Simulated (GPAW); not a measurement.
# STM contrast on a 7-layer slab of Ta(110)

Wanted: filled- and empty-state images of a 7-layer slab of Ta(110), with its work function.

Method: GPAW, PAW setups; slab in vacuum, relaxation, in the first sound run; inputs show where later runs differ, in GPAW 26.7.0.

**1. The starting structure**

The cell holds 7 atoms: 7 Ta. Cell: a = 2.867 Å, b = 2.867 Å, c = 30.043 Å, α = 90.0°, β = 90.0°, γ = 70.5°. Vacuum lies along c.

Coordinates:

```cif
data_structure
_symmetry_space_group_name_H-M 'P 1'
_symmetry_Int_Tables_number 1
_cell_length_a 2.8665
_cell_length_b 2.8665
_cell_length_c 30.0431
_cell_angle_alpha 90.000
_cell_angle_beta 90.000
_cell_angle_gamma 70.529
_cell_volume 232.75
loop_
_atom_site_label
_atom_site_type_symbol
_atom_site_fract_x
_atom_site_fract_y
_atom_site_fract_z
_atom_site_occupancy
Ta1 Ta 0.00000 0.00000 0.26628 1
Ta2 Ta 0.50000 0.50000 0.34419 1
Ta3 Ta 0.00000 0.00000 0.42209 1
Ta4 Ta 0.50000 0.50000 0.50000 1
Ta5 Ta 0.00000 0.00000 0.57791 1
Ta6 Ta 0.50000 0.50000 0.65581 1
Ta7 Ta 0.00000 0.00000 0.73372 1
```

**2. Relaxation**

The atoms are relaxed first, since the surface dipole, and with it the work function, follows the positions of the outer layers. The lowest 3 atoms are held at bulk positions and keep their forces.

Contents of run.py:

```python
import json
import numpy as np
from ase import Atoms
from ase.constraints import FixAtoms
from ase.optimize import BFGS
from gpaw import GPAW, PW

slab = Atoms(
    ['Ta', 'Ta', 'Ta', 'Ta', 'Ta', 'Ta', 'Ta'],
    positions=[
        [0.00000, 0.00000, 8.00000],
        [2.34052, 0.00000, 10.34052],
        [0.00000, 0.00000, 12.68105],
        [2.34052, 0.00000, 15.02157],
        [0.00000, 0.00000, 17.36209],
        [2.34052, 0.00000, 19.70262],
        [0.00000, 0.00000, 22.04314]],
    cell=[[2.34052, -1.655, 0.0], [2.34052, 1.655, 0.0], [0.0, 0.0, 30.04314]],
    pbc=[True, True, False])

slab.calc = GPAW(mode=PW(400), xc='PBE', kpts={'size': (12, 12, 1), 'gamma': True},
                 occupations={'name': 'fermi-dirac', 'width': 0.1}, nbands='160%',
                 convergence={'density': 1e-05}, maxiter=200,
                 poissonsolver={'dipolelayer': 'xy'},
                 symmetry={'tolerance': 1e-3, 'extra_ids': [1, 1, 1, 0, 0, 0, 0]}, txt='slab.txt')
result = {}
slab.set_constraint(FixAtoms([0, 1, 2]))
path = []
opt = BFGS(slab, maxstep=0.2)
opt.attach(lambda: path.append((slab.get_potential_energy(), slab.positions.tolist(), slab.get_forces().tolist())))
result['relaxed'] = bool(opt.run(fmax=0.03, steps=40))
result['path'] = path
energy = slab.get_potential_energy()
fermi = slab.calc.get_fermi_level()
v = slab.calc.get_electrostatic_potential().mean((0, 1)) - fermi
n = slab.calc.get_pseudo_density().mean((0, 1))
L = slab.cell[2, 2]
z = np.arange(len(v)) * L / len(v)
low, high = slab.positions[:, 2].min(), slab.positions[:, 2].max()
below, above = np.interp([low - 5.8, high + 5.8], z, v)
slopes = [np.interp(x, z, np.gradient(v, z)) for x in (low - 5.8, high + 5.8)]
eps = np.array([[slab.calc.get_eigenvalues(k, s) for k in range(len(slab.calc.get_ibz_k_points()))]
                for s in range(slab.calc.get_number_of_spins())]) - fermi
top, bottom = eps[eps < 0].max(), eps[eps > 0].min()
dipole = slab.get_dipole_moment()[2]
print(f'energy {energy:.4f} eV, Fermi level {fermi:.4f} eV, dipole {dipole:.5f} e A')
print(f'potential 5.8 A off the faces, from the Fermi level: lower {below:.4f} eV, upper {above:.4f} eV')
print(f'slope of the potential there: lower {slopes[0]:.5f}, upper {slopes[1]:.5f} eV/A')
print(f'nearest levels on the mesh: {top:.4f} and {bottom:.4f} eV')
print('magnetic moment', round(slab.get_magnetic_moment(), 3))
result.update(energy=energy, fermi=fermi, dipole=dipole, below=below, above=above, slopes=slopes, edges=[top, bottom],
              z=z.tolist(), v=v.tolist(), n=n.tolist(), positions=slab.positions.tolist(),
              forces=slab.get_forces(apply_constraint=False).tolist(), moments=slab.get_magnetic_moments().tolist())
json.dump(result, open('result.json', 'w'))
```

On the command line:

```bash
OMP_NUM_THREADS=1 OPENBLAS_NUM_THREADS=1 python run.py
```

What it wrote:

```text
Step          Energy          fmax
BFGS:    0      -66.837289        0.423185
BFGS:    1      -66.841824        0.361093
BFGS:    2      -66.854646        0.131378
BFGS:    3      -66.855311        0.098011
BFGS:    4      -66.855564        0.082483
BFGS:    5      -66.856422        0.037881
BFGS:    6      -66.856475        0.033908
BFGS:    7      -66.856499        0.023903
energy -66.6943 eV, Fermi level 4.3811 eV, dipole 0.00158 e A
potential 5.8 A off the faces, from the Fermi level: lower 4.7858 eV, upper 4.7360 eV
slope of the potential there: lower -0.00014, upper 0.00015 eV/A
nearest levels on the mesh: -0.0045 and 0.0065 eV
magnetic moment 0.0
```

It took 61 min on 1 thread of Arm Neoverse V2, shared host; peak memory 0.44 GiB.

Relaxation path:

```tsv
step	energy less that of the first step (eV)	largest force (eV/Å)
1	0.0000	0.4232
2	-0.0045	0.3611
3	-0.0177	0.1314
4	-0.0183	0.0980
5	-0.0186	0.0825
6	-0.0197	0.0379
7	-0.0198	0.0339
8	-0.0199	0.0239
```

The atoms that moved most (Å):

```tsv
atom	dx	dy	dz	length
Ta7	0.000	0.000	-0.048	0.048
Ta6	0.000	0.000	0.038	0.038
Ta5	0.000	0.000	0.027	0.027
Ta4	0.000	0.000	0.012	0.012
```

This step gave:

```
dipole along the normal                    : 0.001576 e·Å
levels nearest the Fermi level on the mesh : -0.004530, 0.006479 eV from the Fermi level
upper work function                        : 4.736 eV
lower work function                        : 4.786 eV
```

The electrostatic potential energy of an electron (without an applied field's), less the Fermi level, planar mean oscillates, so the rows of the table below give means over windows of 2.36 Å about each position, cut where the curve ends. Its maxima inside the range that stand out by 2 % of the span (Å: eV): 9.1: -1.35, 11.5: -1.32, 13.8: -1.23, 16.2: -1.20, 18.6: -1.22, 20.8: -2.11. Its minima: 8.0: -25.2, 10.3: -25.1, 12.7: -25.1, 15.0: -25.2, 17.4: -25.2, 19.7: -25.3, 22.0: -25.4.

Electrostatic potential energy of an electron (without an applied field's), less the Fermi level, planar mean against z; means over each step:

```tsv
z (Å)	electrostatic potential energy of an electron (without an applied field's), less the Fermi level, planar mean (eV)
1.18	4.78
3.54	4.78
5.90	3.30
8.26	-11.8
10.62	-11.7
12.98	-11.6
15.34	-11.6
17.70	-11.6
20.06	-11.9
22.42	-10.9
24.78	4.42
27.14	4.73
29.50	4.74
```

The pseudo valence density, planar mean oscillates, so the rows of the table below give means over windows of 2.36 Å about each position, cut where the curve ends. Its maxima inside the range that stand out by 2 % of the span (Å: e/Å³): 7.9: 1.50, 10.3: 1.49, 12.7: 1.50, 15.0: 1.51, 17.4: 1.51, 19.7: 1.50, 22.1: 1.45. Its minima: 9.2: 0.279, 11.6: 0.278, 13.9: 0.275, 16.3: 0.275, 18.7: 0.277, 20.8: 0.306.

Table of pseudo valence density, planar mean by z; means over each step:

z (Å), pseudo valence density, planar mean (e/Å³) and a bar:
```
     1.18       0.00 
     3.54       0.00 
     5.90       0.04 ##
     8.26       0.70 #############################
    10.62       0.71 #############################
    12.98       0.71 #############################
    15.34       0.71 #############################
    17.70       0.71 #############################
    20.06       0.73 ##############################
    22.42       0.65 ###########################
    24.78       0.01 
    27.14       0.00
```

The relaxation lowered the energy of the cell by 0.0199 eV (energies extrapolated to zero smearing; the optimiser's log prints free energies). The largest force left on a free atom is 0.024 eV/Å.

**3. The slab's potential**

The work function is the vacuum plateau of the electrostatic potential less the Fermi level; a dipole layer lets the two faces have plateaus of their own.

This step: GPAW, PAW setups; slab in vacuum (GPAW 26.7.0).

run.py, as its differences from that of step 2:

```diff
@@ -3,4 +3,3 @@
 from ase import Atoms
-from ase.constraints import FixAtoms
-from ase.optimize import BFGS
+from ase.dft.stm import STM
 from gpaw import GPAW, PW
@@ -11,8 +10,8 @@
         [0.00000, 0.00000, 8.00000],
-        [2.34052, 0.00000, 10.34052],
+        [2.34052, -0.00000, 10.34052],
         [0.00000, 0.00000, 12.68105],
-        [2.34052, 0.00000, 15.02157],
-        [0.00000, 0.00000, 17.36209],
-        [2.34052, 0.00000, 19.70262],
-        [0.00000, 0.00000, 22.04314]],
+        [2.34052, -0.00000, 15.03350],
+        [0.00000, -0.00000, 17.38878],
+        [2.34052, -0.00000, 19.74049],
+        [0.00000, -0.00000, 21.99541]],
     cell=[[2.34052, -1.655, 0.0], [2.34052, 1.655, 0.0], [0.0, 0.0, 30.04314]],
@@ -24,10 +23,4 @@
                  poissonsolver={'dipolelayer': 'xy'},
-                 symmetry={'tolerance': 1e-3, 'extra_ids': [1, 1, 1, 0, 0, 0, 0]}, txt='slab.txt')
+                 symmetry={'tolerance': 1e-3}, txt='slab.txt')
 result = {}
-slab.set_constraint(FixAtoms([0, 1, 2]))
-path = []
-opt = BFGS(slab, maxstep=0.2)
-opt.attach(lambda: path.append((slab.get_potential_energy(), slab.positions.tolist(), slab.get_forces().tolist())))
-result['relaxed'] = bool(opt.run(fmax=0.03, steps=40))
-result['path'] = path
 energy = slab.get_potential_energy()
@@ -53,2 +46,16 @@
               forces=slab.get_forces(apply_constraint=False).tolist(), moments=slab.get_magnetic_moments().tolist())
+
+# Images need the states of the whole zone, up to time reversal
+slab.calc = slab.calc.fixed_density(symmetry={'point_group': False}, txt='states.txt', nbands='220%',
+                                    convergence={'bands': 'CBM+0.8'})
+stm = STM(slab)
+result['stm'] = []
+for bias in [-0.5, 0.5]:
+    height = high + 4.0
+    current = stm.get_averaged_current(bias, height)
+    x, y, h = stm.scan(bias, current)
+    i, f = divmod(height / L * stm.ldos.shape[2], 1)
+    I = abs((1 - f) * stm.ldos[:, :, int(i)] + f * stm.ldos[:, :, int(i) + 1])
+    print(f'bias {bias} V: mean current at 4.0 A {current:.4e}, corrugation {np.ptp(h):.4f} A')
+    result['stm'].append(dict(bias=bias, current=current, h=(h - high).tolist(), I=I.tolist()))
 json.dump(result, open('result.json', 'w'))
```

What it wrote:

```text
energy -66.6943 eV, Fermi level 4.3810 eV, dipole 0.00201 e A
potential 5.8 A off the faces, from the Fermi level: lower 4.7860 eV, upper 4.7361 eV
slope of the potential there: lower -0.00019, upper 0.00020 eV/A
nearest levels on the mesh: -0.0045 and 0.0065 eV
magnetic moment 0.0
bias -0.5 V: mean current at 4.0 A 5.3226e-05, corrugation 0.0250 A
bias 0.5 V: mean current at 4.0 A 3.6471e-05, corrugation 0.0524 A
```

Elapsed: 18 min, on 1 thread; peak memory 1.1 GiB.

Numbers from this step:

| Item | Value |
| --- | --- |
| dipole along the normal | 0.002010 e·Å |
| levels nearest the Fermi level on the mesh | -0.004515, 0.006477 eV from the Fermi level |
| corrugation -0.5 | 0.02505 Å |
| corrugation 0.5 | 0.05240 Å |

The electrostatic potential energy of an electron (without an applied field's), less the Fermi level, planar mean oscillates, so the rows of the table below give means over windows of 2.36 Å about each position, cut where the curve ends. Its maxima inside the range that stand out by 2 % of the span (Å: eV): 9.1: -1.35, 11.5: -1.32, 13.8: -1.23, 16.2: -1.20, 18.6: -1.22, 20.8: -2.11. Its minima: 8.0: -25.2, 10.3: -25.1, 12.7: -25.1, 15.0: -25.2, 17.4: -25.2, 19.7: -25.3, 22.0: -25.4.

The electrostatic potential energy of an electron (without an applied field's), less the Fermi level, planar mean by z; means over each step:

(Unchanged from step 2.)

The pseudo valence density, planar mean oscillates, so the rows of the table below give means over windows of 2.36 Å about each position, cut where the curve ends. Its maxima inside the range that stand out by 2 % of the span (Å: e/Å³): 7.9: 1.50, 10.3: 1.49, 12.7: 1.50, 15.0: 1.51, 17.4: 1.51, 19.7: 1.50, 22.1: 1.45. Its minima: 9.2: 0.279, 11.6: 0.278, 13.9: 0.275, 16.3: 0.275, 18.7: 0.277, 20.8: 0.306.

Pseudo valence density, planar mean against z; means over each step:

z (Å), pseudo valence density, planar mean (e/Å³) and a bar:
```
     1.18       0.00 
     3.54       0.00 
     5.90       0.04 ##
     8.26       0.70 #############################
    10.62       0.71 #############################
    12.98       0.71 #############################
    15.34       0.71 #############################
    17.70       0.71 #############################
    20.06       0.73 ##############################
    22.42       0.65 ###########################
    24.78       0.01 
    27.14       0.00
```

Tip height over the top atom over a1 and a2. Sample bias -0.5 V, constant current at the mean current 4.0 Å over the top atom.

Ten even steps from '_' (3.986 Å) to '@' (4.011 Å):
```
____..----==++**++====----..
....::--++++******++====----
------++**########****====--
----++**##%%%%%%####****====
--==++##%%%%%%%%######**++==
==++**##%%%%@@@@%%######**++
++****##%%%%@@@@@@%%%%##****
==++**######%%@@@@%%%%##**++
--==++**######%%%%%%%%##++==
--====****####%%%%%%##**++--
----====****########**++----
..----====++******++++--::..
__..----====++**++==----..__
____..------==++==------..__
```
Columns: a1 from 0 to 0.929; rows upwards: a2 from 0 to 0.929.

Local density of states summed over the bias window over a1 and a2. Sample bias -0.5 V, constant height 4.0 Å over the top atom.

Ten even steps from '0' (5.18 × 1e-5 arbitrary) to '9' (5.43 × 1e-5 arbitrary):
```
00123455544331
11235566654433
32356777765443
33567887776544
44578888777654
45678899877765
55677899987765
45677789988765
44567778888754
34456777887653
33445677776532
13344566655321
01334455543210
00133445443310
```
Columns: a1 from 0 to 0.929; rows upwards: a2 from 0 to 0.929.

Tip height over the top atom over a1 and a2. Sample bias 0.5 V, constant current at the mean current 4.0 Å over the top atom.

Ten even steps from '_' (3.965 Å) to '@' (4.017 Å):
```
____..::==**##%%%%##++==::__
......--++**##%%%%%%##**==::
--::--==++##%%%%@@%%%%##**==
++==++++**##%%@@@@@@%%%%##++
******####%%@@@@@@@@@@%%%%##
######%%%%@@@@@@@@@@@@@@%%%%
%%%%%%%%@@@@@@@@@@@@@@%%%%%%
##%%%%@@@@@@@@@@@@@@%%%%####
**##%%%%@@@@@@@@@@%%####****
++++##%%%%@@@@@@%%##**++++==
--==**##%%%%@@%%%%##++==--::
..::==**##%%%%%%##**++--....
____::==++##%%%%##**==::..__
____..--++**##%%##**++--..__
```
Columns: a1 from 0 to 0.929; rows upwards: a2 from 0 to 0.929.

Local density of states summed over the bias window over a1 and a2. Sample bias 0.5 V, constant height 4.0 Å over the top atom.

Ten even steps from '_' (3.41 × 1e-5 arbitrary) to '@' (3.77 × 1e-5 arbitrary):
```
____..--==**##%%%%##++==::..
....::--==**##%%%%%%##**==::
------==++**##%%@@%%####**==
======++**##%%@@@@@@%%####++
********##%%@@@@@@@@@@%%%%##
########%%@@@@@@@@@@@@@@%%%%
##%%%%%%@@@@@@@@@@@@@@%%%%%%
##%%%%@@@@@@@@@@@@@@%%######
**##%%%%@@@@@@@@@@%%##******
==++####%%@@@@@@%%##**++====
--==**####%%@@%%##**++==----
..::==**##%%%%%%##**==--::..
__..::==++##%%%%##**==--..__
____..--==**######**==--..__
```
Columns: a1 from 0 to 0.929; rows upwards: a2 from 0 to 0.929.

Force by atom:

```tsv
atom	x (eV/Å)	y (eV/Å)	z (eV/Å)	size
Ta1	0.000	0.000	0.395	0.395
Ta2	0.000	0.000	-0.415	0.415
Ta3	0.000	0.000	-0.013	0.013
Ta4	0.000	0.000	0.024	0.024
Ta5	0.000	0.000	-0.015	0.015
Ta6	0.000	0.000	0.011	0.011
Ta7	0.000	0.000	0.014	0.014
```

The potential is flat to 2.0e-4 eV/Å where it is read, so the vacuum is wide enough.

**4. A changed run**

One more run, with changed settings.

run.py, as its differences from that of step 3:

```diff
@@ -3,4 +3,4 @@
 from ase import Atoms
-from ase.dft.stm import STM
 from gpaw import GPAW, PW
+from gpaw.external import ConstantElectricField
 
@@ -21,4 +21,5 @@
                  occupations={'name': 'fermi-dirac', 'width': 0.1}, nbands='160%',
-                 convergence={'density': 1e-05}, maxiter=200,
+                 convergence={'density': 1e-05}, maxiter=50,
                  poissonsolver={'dipolelayer': 'xy'},
+                 external=ConstantElectricField(3.0, [0, 0, 1]),
                  symmetry={'tolerance': 1e-3}, txt='slab.txt')
@@ -46,16 +47,2 @@
               forces=slab.get_forces(apply_constraint=False).tolist(), moments=slab.get_magnetic_moments().tolist())
-
-# Images need the states of the whole zone, up to time reversal
-slab.calc = slab.calc.fixed_density(symmetry={'point_group': False}, txt='states.txt', nbands='220%',
-                                    convergence={'bands': 'CBM+0.8'})
-stm = STM(slab)
-result['stm'] = []
-for bias in [-0.5, 0.5]:
-    height = high + 4.0
-    current = stm.get_averaged_current(bias, height)
-    x, y, h = stm.scan(bias, current)
-    i, f = divmod(height / L * stm.ldos.shape[2], 1)
-    I = abs((1 - f) * stm.ldos[:, :, int(i)] + f * stm.ldos[:, :, int(i) + 1])
-    print(f'bias {bias} V: mean current at 4.0 A {current:.4e}, corrugation {np.ptp(h):.4f} A')
-    result['stm'].append(dict(bias=bias, current=current, h=(h - high).tolist(), I=I.tolist()))
 json.dump(result, open('result.json', 'w'))
```

What it wrote:

```text
gpaw.KohnShamConvergenceError: Did not converge!  See text output for help.
```

Elapsed: 23 min, on 1 thread; peak memory 0.65 GiB.

The run stopped without converging, so none of its numbers is a property of the system.

The fault put into the input: a field far too strong, under a cap of 50 iterations, which ended the run (field = 3.0).

**5. Outcome**

| Quantity | Value |
| --- | --- |
| work function, upper and lower face | 4.736 and 4.786 eV |
| dipole along the normal | 0.00201 e Å |
| corrugation at -0.5 V | 0.0250 Å |
| corrugation at 0.5 V | 0.0524 Å |

The corrugation at constant current is largest at 0.5 V, where the tip height varies by 0.052 Å over the cell. Negative sample bias images filled states, positive bias empty ones. The measured value for this face is 4.74 eV (as compiled in "Anisotropic work function of elemental crystals", 2019, arxiv:1902.07811); the relaxed upper face lies 0.0039 eV under it with PBE. Measured work functions scatter by a tenth of an eV or more between methods. The images are of Tersoff-Hamann type: an s-wave tip, no tip-sample forces, heights closer than in a microscope. The small printed dipole stands for a step of -47 meV from the lower to the upper face, and the probes find -50 meV; values this small are near the numerical noise of both. The in-plane lattice was kept as typed, which isn't the functional's own and leaves some strain; spin-orbit coupling and temperature are left out.

[Logs are printed without paths, hosts, clocks, repeated set-up lines and the standing remarks that a program may print on its own settings, such as how far it seeks lower states.]

[Hosts, paths, dates, database ids (printed as entryN), source tags and the programs' standing remarks are cut or masked in the printed files.]
